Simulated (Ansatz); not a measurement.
An input for Ansatz 0.2.0 (Te2Mo (P6_3/mmc)):

```yaml
crystal:
  lattice:
    - [3.5182, 0.0, 0.0]
    - [-1.7591, 3.0468505756, 0.0]
    - [0.0, 0.0, 13.9736]
  atoms:
    - { symbol: Te, position: [0.3333333333, 0.6666666667, 0.621] }
    - { symbol: Te, position: [0.6666666667, 0.3333333333, 0.121] }
    - { symbol: Te, position: [0.3333333333, 0.6666666667, 0.879] }
    - { symbol: Te, position: [0.6666666667, 0.3333333333, 0.379] }
    - { symbol: Mo, position: [0.3333333333, 0.6666666667, 0.25] }
    - { symbol: Mo, position: [0.6666666667, 0.3333333333, 0.75] }
kpoints:
  mp_grid: { grid: [6, 6, 2] }
hamiltonian:
  xc: pbe
scf:
  occupations: { method: fixed }
gw:
  n_empty_bands: 481
  ecut_chi: 126
  qp_bands: [v2, c2]
  qp_kpoints: band_edges
  screening: { model: contour_deformation }
```

```sh
ansatz run input.yaml --threads 3 --pin off --max-ram 64512MiB --backend cuda --events-out ev --progress --plain --runs-dir out --devices 1 --max-vram 24GiB
```

Q: Estimate wall time and host memory on 1 × NVIDIA H100 80GB HBM3 (shared by 3 runs) with 3 threads of AMD EPYC 7R13 (Zen 3), shared host.

It took 27 s; on shared hardware allow 13 s to 53 s. Peak host memory was 2.1 GiB. The sizes that set the cost: 2909 plane waves a state, 14 irreducible k points, 527 bands summed, 499 plane waves in the screening and 7 SCF cycles.

The screening grows as filled bands × empty bands × pairs of k points, times the square of the screening basis for the matrix.

[Long decimals in the printed logs are rounded to 6 places.]

[Logs are printed without paths, hosts, clocks, repeated set-up lines and the standing remarks that a program may print on its own settings, such as how far it seeks lower states.]

[Paths, hosts, dates, memory and timing lines, banners, echoed tables and standing remarks are left out of the program output; an Ansatz launch command may be rebuilt from the run's recorded settings. Measured values are a selection of at most five: reports struck by readers or far from the other reports are left out. None is set beside runs whose start may be inverted or whose files or cutoffs have a known fault.]

[Runs of the session that timed out or met a known fault of the program may be left out.]

[Cells called generated may have been cut or substituted from an entry of the Crystallography Open Database or the Materials Project.]

[Hosts, paths, dates, database ids (printed as entryN), source tags and the programs' standing remarks are cut or masked in the printed files.]

[Where the starting crystal was built by hand or by swapping elements, it need not be the compound's stable phase.]
